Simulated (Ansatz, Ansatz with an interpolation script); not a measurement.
# In2O3 (R-3c): what limits a Wannier interpolation of GW

Wanted: errors and cost of interpolated bands of In2O3 (R-3c) under coarser or faulty settings.

Program: Ansatz 0.2.0. Level of theory: maximally localised Wannier functions, LDA, plane waves, PAW; PAW set soft_1. Results are calculated unless marked as measured.

## Step 1: The starting structure

Symmetry: R-3c, No. 167, trigonal system. Conventional cell: a = 5.487 Å, b = 5.487 Å, c = 14.510 Å, α = 90.00°, β = 90.00°, γ = 120.00°. Nearest to In lie 6 O at 2.12 to 2.26 Å. Nearest to O lie 4 In at 2.12 to 2.26 Å. Farther neighbours and most contacts between anions are not listed.

As a file:

```cif
data_structure
_symmetry_space_group_name_H-M 'R-3c:H'
_symmetry_Int_Tables_number 167
_cell_length_a 5.4870
_cell_length_b 5.4870
_cell_length_c 14.5100
_cell_angle_alpha 90.000
_cell_angle_beta 90.000
_cell_angle_gamma 120.000
_cell_volume 378.33
loop_
_atom_site_label
_atom_site_type_symbol
_atom_site_symmetry_multiplicity
_atom_site_Wyckoff_symbol
_atom_site_fract_x
_atom_site_fract_y
_atom_site_fract_z
_atom_site_occupancy
In1 In 12 c 0.33333 0.66667 0.02398 1
O1 O 18 e 0.29800 0.00000 0.25000 1
```

The cell and positions come from the Crystallography Open Database and are kept as given unless a step says otherwise. This is not the form that In2O3 usually takes at ambient conditions.

## Step 2: Wannier model on 8×8×8

Localised functions give a small Hamiltonian that interpolates between mesh points at no cost.

Input file input.yaml:

```yaml
crystal:
  lattice:
    - [2.7435, 1.58396046, 4.83666667]
    - [-2.7435, 1.58396046, 4.83666667]
    - [0.0, -3.16792093, 4.83666667]
  atoms:
    - { symbol: In, position: [0.35731, 0.35731, 0.35731] }
    - { symbol: In, position: [0.14269, 0.14269, 0.14269] }
    - { symbol: In, position: [0.64269, 0.64269, 0.64269] }
    - { symbol: In, position: [0.85731, 0.85731, 0.85731] }
    - { symbol: O, position: [0.548, 0.952, 0.25] }
    - { symbol: O, position: [0.25, 0.548, 0.952] }
    - { symbol: O, position: [0.952, 0.25, 0.548] }
    - { symbol: O, position: [0.452, 0.048, 0.75] }
    - { symbol: O, position: [0.75, 0.452, 0.048] }
    - { symbol: O, position: [0.048, 0.75, 0.452] }
kpoints:
  mp_grid: { grid: [4, 4, 4] }
hamiltonian:
  xc: lda
  pseudopotentials: { kind: paw, azcp: { folder: soft_1 }, xc_functional: pbe }
scf:
  occupations: { method: fixed }
  n_extra_bands: 67
output:
  wannier:
    kmesh: [8, 8, 8]
    projections:
      - { species: In, l: s, shell: 5 }
      - { species: In, l: p, shell: 5 }
      - { species: O, l: p, shell: 2 }
    minimise: true
    write_hr: true
    seedname: w
    conv_tol: 1.0e-06
    max_iter: 20000
    stability_check: false
    disentanglement:
      window: [2.69, 23.26]
      frozen_window: [2.69, 12.81]
      conv_tol: 1.0e-08
```

Launch:

```console
ansatz run input.yaml --threads 3 --pin off --max-ram 92160MiB --backend cuda --events-out ev --progress --plain --runs-dir out --devices 1 --max-vram 13GiB
```

Numbers of over 12 decimals in the logs are rounded to 6 here.

Output:

```text
scf.n_extra_bands = 67 over 44 filled bands (N_el = 88.0): the run solves 111 bands
GPUs: using 1 of 1 available (devices: 1).
Engine: ansatz 0.2.0, x86_64-unknown-linux-gnu
Pseudopotentials: kind: paw
Pseudopotential: In, paw, valence charge 13, recommended cutoff 420 eV (normal), soft_1/In.paw.azcp
Pseudopotential: O, paw, valence charge 6, recommended cutoff 420 eV (normal), soft_1/O.paw.azcp
Functional definition: SPW92
  exchange = slater_x
  correlation = pw_c
device memory: the entry about to start is reckoned to put 4.4 GiB on a device that reports 52.4 GiB free (of which the cap on the GPU budget leaves the run 13.0 GiB)
GPU FFT provider: cuFFT
GPU libraries: cuBLAS 13.8.2, cuFFT 12.4.0, cuSOLVER 12.3.4
Crystal: 10 atoms, lattice volume = 126.109 Å³
Basis set: ecut = 420 eV, 2453 PW (Γ)
Bands: 111, of which v1, the nominal top of the filled ones, is band 44 counted from 1 (43 counted from 0)
Symmetry: 12 space group operations
Space group: R-3c (ITA 167), of the structure as read, at distance tolerance 5.0e-5 Å
k-points: 13 of 64
Non-local potential: In, projectors of the file, l = 0: 2, l = 1: 2, l = 2: 2, l = 3: 1
Non-local potential: O, projectors of the file, l = 0: 2, l = 1: 2, l = 2: 1
PAW form: soft (Blöchl's): semilocal exchange-correlation on the pseudo side does not see the compensation charge
PAW frozen core: In, regenerated for the run's functional, and the local potential with it (the file was generated under x = pbe(κ = 0.804, μ = 0.219515), c = pbe(β = 0.066725))
PAW frozen core: O, regenerated for the run's functional, and the local potential with it (the file was generated under x = pbe(κ = 0.804, μ = 0.219515), c = pbe(β = 0.066725))
PAW one-centre angular grid: In, 590 points (default); XC on 64 Gauss nodes
PAW one-centre angular grid: O, 110 points (default); XC on 64 Gauss nodes
Initial density: superposition of atomic densities (chi_scale 0.1, normalization cell, long waves kept (reshape's long-wave potential 0.00 eV rms))
Initial wavefunctions: pseudopotential atomic-orbital guess
GPU buffer pool allocated for 64000 grid points (all kernels)
GPU transforms: local potential and band sums: pruned to the plane-wave sphere, on 40×40×40
Functional: x = slater, c = lda
SCF iter   1: F=—  HF=-25162.532063 eV  |F-HF|=—  |Δ(HF+E_count)|=         —  Δρ=5.98e-2  dr2=2.97e0  ethr=3.10e-3  ⟨swp⟩=4.9  Hψ=4789  notcnv=0  defer=836
preconditioner: auto → Resta (q_TF=auto, 2.569 Å⁻¹)  ε∞=2.0  [insulator: Δε(μ)=1.325 eV  Ē_g=30.463 eV  n_scr=32 (ndim 8)  ℏωp=31.0 eV  f_vac=0.000  ε∞_Penn≈2.0]
SCF iter   2: F=—  HF=-25161.762691 eV  |F-HF|=—  |Δ(HF+E_count)|=   7.69e-1  Δρ=2.63e-2  dr2=5.67e-1  ethr=3.10e-3  ⟨swp⟩=2.0  Hψ=1701  notcnv=0  defer=834
[...]
SCF iter   8: F=-25161.580570 eV  HF=-25161.580570 eV  |F-HF|=1.85e-9  |Δ(HF+E_count)|=   8.32e-8  Δρ=1.93e-6  dr2=4.22e-9  ethr=1.14e-10  ⟨swp⟩=12.5  Hψ=10564  notcnv=0
SCF 1 converged in 8 iterations: F = -25161.580570 eV  dr2 = 4.22e-9
[...]
device memory: the entry about to start is reckoned to put 5.4 GiB (of the 5.5 GiB reckoned in all, the device holds 0.1 GiB already) on a device that reports 49.5 GiB free (of which the cap on the GPU budget leaves the run 12.9 GiB)
NSCF: frozen V_eff on 13 k-points
[...]
device memory: the entry about to start is reckoned to put 4.3 GiB on a device that reports 49.6 GiB free (of which the cap on the GPU budget leaves the run 13.0 GiB)
NSCF: frozen V_eff on 68 k-points
the Wannier pass solved 68 of the 512 points of its mesh, and has the states at the others by symmetry: states obtained by the crystal's operations at points that were solved too leave a residual of 4.14e-13 eV (read by the count's bands and the next), within 8.33e-6 eV
SCF converged after 8 iterations
Free energy (F): -25161.580570 eV
Harris-Foulkes:  -25161.580570 eV  (|F-HF|=1.85e-9)
Internal energy: -25161.580570 eV  (E = F + TS)
E sigma→0 (E₀):  -25161.580570 eV
Fermi energy:    8.629045 eV
--- Per-component energies (eV) ---
  E_band       = 14.532635
  E_kinetic    = 1891.847876
  E_local      = -5592.801212  (includes V_loc(G=0)·N_el)
  E_nonlocal   = 1656.939159
  E_hartree    = 2179.991752
  E_xc         = -983.371498
  E_vxc        = -897.754500  (∫ρ·V_xc dr)
  E_paw        = -17204.801757  (= ΣΔE_a)
  E_vpaw       = -1403.685354  (= ΣTr[D̂ρ^β])
  E_aug_tail   = 0.004810  (compensation charges beyond the density's cutoff)
  E_ewald      = -7111.109367
  E_core_change = 1.719667  (= ΣΔE_core)
  E_smearing   = -0.000000  (= −TS)
  E_closure    = -0.000000  (closes the sum)
  Σ components = -25161.580570   (vs F -25161.580570, Δ=0.00e0)
--- Band table (eV; the first three rows and the last of 13) ---
  k-point 0: bands = [... 40 lower, 8.3585, 8.3585, 8.5898, 8.5898, 9.8147, 14.0469, 14.7113, 15.7935, ... 63 higher]
  k-point 1: bands = [... 40 lower, 8.2225, 8.2314, 8.4618, 8.6290, 11.4077, 14.4551, 14.5680, 15.1965, ... 63 higher]
  k-point 2: bands = [... 40 lower, 7.8579, 7.8579, 8.5712, 8.5712, 13.4956, 13.4956, 14.3624, 14.3624, ... 63 higher]
  k-point 12: bands = [... 40 lower, 8.4407, 8.4407, 8.4407, 8.4407, 12.9462, 12.9462, 15.6450, 15.6450, ... 63 higher]
Wannier search: line search 1 of at most 20000: gauge-dependent spread (as the search counts it) 21.2706796 Å², largest recent change 2.8e0 Å² against conv_tol 1.0e-6 Å², 0 stops escaped
Wannier search: line search 100 of at most 20000: gauge-dependent spread (as the search counts it) 7.0964927 Å², largest recent change 3.7e-3 Å² against conv_tol 1.0e-6 Å², 0 stops escaped
Wannier search: line search 200 of at most 20000: gauge-dependent spread (as the search counts it) 7.0519261 Å², largest recent change 1.2e-5 Å² against conv_tol 1.0e-6 Å², 0 stops escaped
WARN: <dir> 904 periodic images of 876 elements of H(R) lie 4.88e-4 to 1.95e-3 Å beyond their element's nearest image, near the 9.77e-4 Å window within which an element is shared among its images; whether they share it moves the interpolated H(k) by 8.1e-3 eV (Frobenius norm, root mean square over the Brillouin zone); at the model's own mesh points H(k) does not change
```

Run time: 40 s. Hardware: 1 × NVIDIA H100 80GB HBM3 (shared by 6 runs) with 3 threads of AMD EPYC 7R13 (Zen 3), shared host; peak memory 1.9 GiB; 49 s of CPU time.

This step gave:

| Item | Value |
| --- | --- |
| gauge-invariant spread | 58.06 Å² |
| diagonal spread | 0.03382 Å² |
| off-diagonal spread | 7.018 Å² |
| total spread | 65.11 Å² |
| least projectability | 0.1922 |
| localisation steps | 249 |
| disentanglement steps | 153 |
| r.m.s. interpolation error | 4.57e-4 eV |
| r.m.s. error near the gap | 3.68e-4 eV |

Near the gap the model misses directly solved bands by 0.4 meV r.m.s. and by 3 meV at most in the window tested. This tests the starting bands, not the corrections carried with them.

## Step 3: Wannier model on 4×4×4

input.yaml, as its differences from that of step 2:

```diff
@@ -26,3 +26,3 @@
   wannier:
-    kmesh: [8, 8, 8]
+    kmesh: [4, 4, 4]
     projections:
```

Output:

```text
[...]
GPUs: using 1 of 1 available (devices: 1).
[...]
GPU FFT provider: cuFFT
GPU libraries: cuBLAS 13.8.2, cuFFT 12.4.0, cuSOLVER 12.3.4
Crystal: 10 atoms, lattice volume = 126.109 Å³
Basis set: ecut = 420 eV, 2453 PW (Γ)
Bands: 111, of which v1, the nominal top of the filled ones, is band 44 counted from 1 (43 counted from 0)
Symmetry: 12 space group operations
[...]
k-points: 13 of 64
[...]
GPU buffer pool allocated for 64000 grid points (all kernels)
[...]
SCF iter   1: F=—  HF=-25162.532063 eV  |F-HF|=—  |Δ(HF+E_count)|=         —  Δρ=5.98e-2  dr2=2.97e0  ethr=3.10e-3  ⟨swp⟩=4.9  Hψ=4789  notcnv=0  defer=836
[...]
SCF iter   8: F=-25161.580570 eV  HF=-25161.580570 eV  |F-HF|=1.85e-9  |Δ(HF+E_count)|=   8.32e-8  Δρ=1.93e-6  dr2=4.22e-9  ethr=1.14e-10  ⟨swp⟩=12.5  Hψ=10564  notcnv=0
SCF 1 converged in 8 iterations: F = -25161.580570 eV  dr2 = 4.22e-9
[...]
NSCF: frozen V_eff on 13 k-points
[...]
SCF converged after 8 iterations
Free energy (F): -25161.580570 eV
[...]
Internal energy: -25161.580570 eV  (E = F + TS)
E sigma→0 (E₀):  -25161.580570 eV
Fermi energy:    8.629045 eV
[...]
--- Band table (eV; the first three rows and the last of 13) ---
  k-point 0: bands = [... 40 lower, 8.3585, 8.3585, 8.5898, 8.5898, 9.8147, 14.0469, 14.7113, 15.7935, ... 63 higher]
  k-point 1: bands = [... 40 lower, 8.2225, 8.2314, 8.4618, 8.6290, 11.4077, 14.4551, 14.5680, 15.1965, ... 63 higher]
  k-point 2: bands = [... 40 lower, 7.8579, 7.8579, 8.5712, 8.5712, 13.4956, 13.4956, 14.3624, 14.3624, ... 63 higher]
  k-point 12: bands = [... 40 lower, 8.4407, 8.4407, 8.4407, 8.4407, 12.9462, 12.9462, 15.6450, 15.6450, ... 63 higher]
[...]
```

It took 14 s on 1 × NVIDIA H100 80GB HBM3 (shared by 6 runs) with 3 threads; peak memory 1.1 GiB.

Numbers from this step:

| Quantity | Value |
| --- | --- |
| gauge-invariant spread | 47.78 Å² |
| diagonal spread | 0.02836 Å² |
| off-diagonal spread | 6.885 Å² |
| total spread | 54.70 Å² |
| least projectability | 0.3652 |
| localisation steps | 96 |
| disentanglement steps | 60 |
| r.m.s. interpolation error | 0.003237 eV |
| r.m.s. error near the gap | 0.002611 eV |

Near the gap the model misses directly solved bands by 2.6 meV r.m.s. and by 15 meV at most in the window tested. This tests the starting bands, not the corrections carried with them.

Frozen up to 4.18 eV; above it the model need not follow the bands. The electronic bands at the labelled points (eV, zero at the valence-band top; v1 is the highest filled band, c1 the lowest empty one):

| point | v4 | v3 | v2 | v1 | c1 | c2 | c3 | c4 |
| --- | --- | --- | --- | --- | --- | --- | --- | --- |
| Γ | -0.28 | -0.28 | -0.05 | -0.05 | 1.18 | 5.41 | 6.07 | 7.16 |
| halfway | -0.24 | -0.24 | -0.08 | -0.08 | 2.57 | 5.26 | 6.30 | 7.22 |
| T | -0.20 | -0.20 | -0.20 | -0.20 | 4.35 | 4.35 | 7.04 | 7.04 |
| halfway | -0.55 | -0.55 | -0.22 | -0.22 | 4.85 | 4.85 | 6.65 | 6.65 |
| H2 | -0.35 | -0.35 | -0.16 | -0.16 | 5.52 | 5.52 | 5.80 | 5.80 |
| jump to H0 | -0.35 | -0.35 | -0.16 | -0.16 | 5.52 | 5.52 | 5.80 | 5.80 |
| halfway | -0.38 | -0.38 | -0.11 | -0.11 | 5.05 | 5.05 | 5.82 | 5.82 |
| L | -0.78 | -0.78 | -0.07 | -0.07 | 4.89 | 4.89 | 5.75 | 5.75 |
| halfway | -0.42 | -0.41 | -0.18 | -0.01 | 2.77 | 5.82 | 5.93 | 6.61 |
| Γ | -0.28 | -0.28 | -0.05 | -0.05 | 1.18 | 5.41 | 6.07 | 7.16 |
| halfway | -0.50 | -0.15 | -0.14 | -0.01 | 3.21 | 5.59 | 6.03 | 6.54 |
| S0 | -0.46 | -0.27 | -0.22 | -0.07 | 5.26 | 5.44 | 5.65 | 6.13 |
| jump to S2 | -0.46 | -0.27 | -0.22 | -0.07 | 5.26 | 5.44 | 5.65 | 6.13 |
| halfway | -0.55 | -0.31 | -0.14 | -0.05 | 5.16 | 5.40 | 6.24 | 6.35 |
| F | -0.56 | -0.35 | -0.09 | -0.04 | 5.13 | 5.39 | 6.46 | 6.55 |
| halfway | -0.46 | -0.31 | -0.26 | -0.07 | 3.08 | 5.89 | 5.98 | 6.82 |
| Γ | -0.28 | -0.28 | -0.05 | -0.05 | 1.18 | 5.41 | 6.07 | 7.16 |

The same for Kohn-Sham, solved directly:

| point | v4 | v3 | v2 | v1 | c1 | c2 | c3 | c4 |
| --- | --- | --- | --- | --- | --- | --- | --- | --- |
| Γ | -0.28 | -0.28 | -0.05 | -0.05 | 1.18 | 5.41 | 6.07 | 7.16 |
| T | -0.20 | -0.20 | -0.20 | -0.20 | 4.31 | 4.31 | 7.01 | 7.01 |
| H2 | -0.35 | -0.35 | -0.16 | -0.16 | 5.46 | 5.46 | 5.78 | 5.78 |
| H0 | -0.35 | -0.35 | -0.16 | -0.16 | 5.46 | 5.46 | 5.78 | 5.78 |
| L | -0.78 | -0.78 | -0.07 | -0.07 | 4.86 | 4.86 | 5.72 | 5.72 |
| Γ | -0.28 | -0.28 | -0.05 | -0.05 | 1.18 | 5.41 | 6.07 | 7.16 |
| S0 | -0.46 | -0.27 | -0.22 | -0.07 | 5.18 | 5.40 | 5.62 | 6.07 |
| S2 | -0.46 | -0.27 | -0.22 | -0.07 | 5.18 | 5.40 | 5.62 | 6.07 |
| F | -0.56 | -0.35 | -0.09 | -0.04 | 5.09 | 5.39 | 6.33 | 6.43 |
| Γ | -0.28 | -0.28 | -0.05 | -0.05 | 1.18 | 5.41 | 6.07 | 7.16 |

## Step 4: A faulty Wannier input

This step: maximally localised Wannier functions, LDA, plane waves, PAW.

input.yaml, as its differences from that of step 3:

```diff
@@ -35,3 +35,3 @@
     conv_tol: 1.0e-06
-    max_iter: 20000
+    max_iter: 3
     stability_check: false
```

Launch:

```console
ansatz run input.yaml --threads 3 --pin off --max-ram 92160MiB --backend cpu --events-out ev --progress --plain --runs-dir out
```

Output:

```text
Error: invalid value for `output.wannier.max_iter`: must be ≥ 5; got 3
```

Run time: 0.1 s. Hardware: 3 threads; peak memory 0.077 GiB.

The input was rejected at the start.

The program's message: “Error: invalid value for `output.wannier.max_iter`: must be ≥ 5; got 3”

The fault put into this input: too few iterations.

## Step 5: G0W0: 4×4×4 mesh, 424 empty bands, screening to 130 eV, PAW set soft_1 files

G0W0 replaces the xc potential by the self-energy, built once from these orbitals. Only a window of levels is corrected, while the sums run over the empty bands that the input names.

This step: G0W0 on LDA, plane waves, PAW; PAW set soft_1.

input.yaml, the sections that differ from step 4:

```yaml
scf:
  occupations: { method: fixed }
gw:
  n_empty_bands: 424
  ecut_chi: 130.0
  qp_bands: [v18, c1]
  screening: { model: contour_deformation }
# crystal, kpoints, hamiltonian: as in step 4
# output: removed
```

Launch:

```console
ansatz run input.yaml --threads 3 --pin off --max-ram 92160MiB --backend cuda --events-out ev --progress --plain --runs-dir out --devices 1 --max-vram 13GiB
```

Output:

```text
GPUs: using 1 of 1 available (devices: 1).
[...]
GPU FFT provider: cuFFT
GPU libraries: cuBLAS 13.8.2, cuFFT 12.4.0, cuSOLVER 12.3.4
Crystal: 10 atoms, lattice volume = 126.109 Å³
Basis set: ecut = 420 eV, 2453 PW (Γ)
Bands: 54, of which v1, the nominal top of the filled ones, is band 44 counted from 1 (43 counted from 0)
Symmetry: 12 space group operations
[...]
k-points: 13 of 64
[...]
0    34      5.9496   -24.6951     5.0959   -18.9781  0.6955     5.3151     5.3284  root
[...]
12    42      8.4407   -26.8842     4.5347   -21.9128  0.7365     7.9997     8.0041  root
    12    43      8.4407   -26.8842     4.5347   -21.9128  0.7365     7.9997     8.0041  root
    12    44      8.4407   -26.8842     4.5347   -21.9128  0.7365     7.9997     8.0041  root
    12    45     12.9462   -13.4463    -3.7001   -18.1742  0.7866    14.0051    13.9739  root
[key lines of the parts left out:]
SCF converged after 8 iterations
Free energy (F): -25161.580570 eV
Fermi energy:    8.629056 eV
```

Elapsed: 66 s, on 1 × NVIDIA H100 80GB HBM3 (shared by 6 runs) with 3 threads; peak memory 1.6 GiB.

The G0W0 gap on the mesh is 2.392 eV.

(Part 1 of 2 ends here.)

[Paths, hosts, dates, memory and timing lines, banners, echoed tables and standing remarks are left out of the program output.]

[Logs are printed without paths, hosts, clocks, repeated set-up lines and the standing remarks that a program may print on its own settings, such as how far it seeks lower states.]

[Runs of the session that timed out or met a known fault of the program may be left out.]

[Hosts, paths, dates, database ids (printed as entryN), source tags and the programs' standing remarks are cut or masked in the printed files.]
